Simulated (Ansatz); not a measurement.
Two G0W0 runs on LaVO4 (P2_1/c).

```
La V O
1.0
     6.72500    0.00000    0.00000
     0.00000    7.28270    0.00000
    -4.91230    0.00000    6.81215
La V O
4 4 16
Direct
  0.82740 0.15720 0.72378
  0.17260 0.65720 0.77622
  0.17260 0.84280 0.27622
  0.82740 0.34280 0.22378
  0.31429 0.16481 0.69917
  0.68571 0.66481 0.80083
  0.68571 0.83519 0.30083
  0.31429 0.33519 0.19917
  0.81710 0.49790 0.74460
  0.18290 0.99790 0.75540
  0.18290 0.50210 0.25540
  0.81710 0.00210 0.24460
  0.60980 0.27950 0.38210
  0.39020 0.77950 0.11790
  0.39020 0.72050 0.61790
  0.60980 0.22050 0.88210
  0.65870 0.89500 0.48290
  0.34130 0.39500 0.01710
  0.34130 0.10500 0.51710
  0.65870 0.60500 0.98290
  0.88980 0.84360 0.88570
  0.11020 0.34360 0.61430
  0.11020 0.15640 0.11430
  0.88980 0.65640 0.38570
```

The cell and positions come from the Crystallography Open Database and are kept as given unless a step says otherwise. Spin-orbit coupling is left out unless a run names it. PAW set soft_2, made with PBE.

The first (Ansatz 0.2.0; start r2SCAN, 2×2×2 mesh, 163 empty bands, screening to 36 eV; 1 × NVIDIA GB200 (shared by 2 runs) with 24 threads of Arm Neoverse V2, shared host) gave, on its mesh: starting gap 3.93 eV, G0W0 gap 6.36 eV, RPA ε∞ (mean) 4.00, 6.2 s.

Q: The second changes empty bands from 163 to 462 and screening cutoff (eV) from 36 to 72. What does it give?

It gave: starting gap 3.93 eV, G0W0 gap 5.88 eV, RPA ε∞ (mean) 3.99, 11 s. The G0W0 gap moves by −0.48 eV, +0.00 eV from the start and −0.48 eV from the correction. Σc changes by −0.06 eV at the valence top and −0.54 eV at the conduction bottom, and Σx − Vxc between them by +0.00 eV.

Limits: not at the basis limit; f levels unsure; no spin polarisation; d states lean on the start; no spin-orbit coupling; coarse k mesh.

[Paths, hosts, dates, memory and timing lines, banners, echoed tables and standing remarks are left out of the program output.]

[Logs are printed without paths, hosts, clocks, repeated set-up lines and the standing remarks that a program may print on its own settings, such as how far it seeks lower states.]

[Runs of the session that timed out or met a known fault of the program may be left out.]

[Cells called generated may have been cut or substituted from an entry of the Crystallography Open Database or the Materials Project.]

[Hosts, paths, dates, database ids (printed as entryN), source tags and the programs' standing remarks are cut or masked in the printed files.]
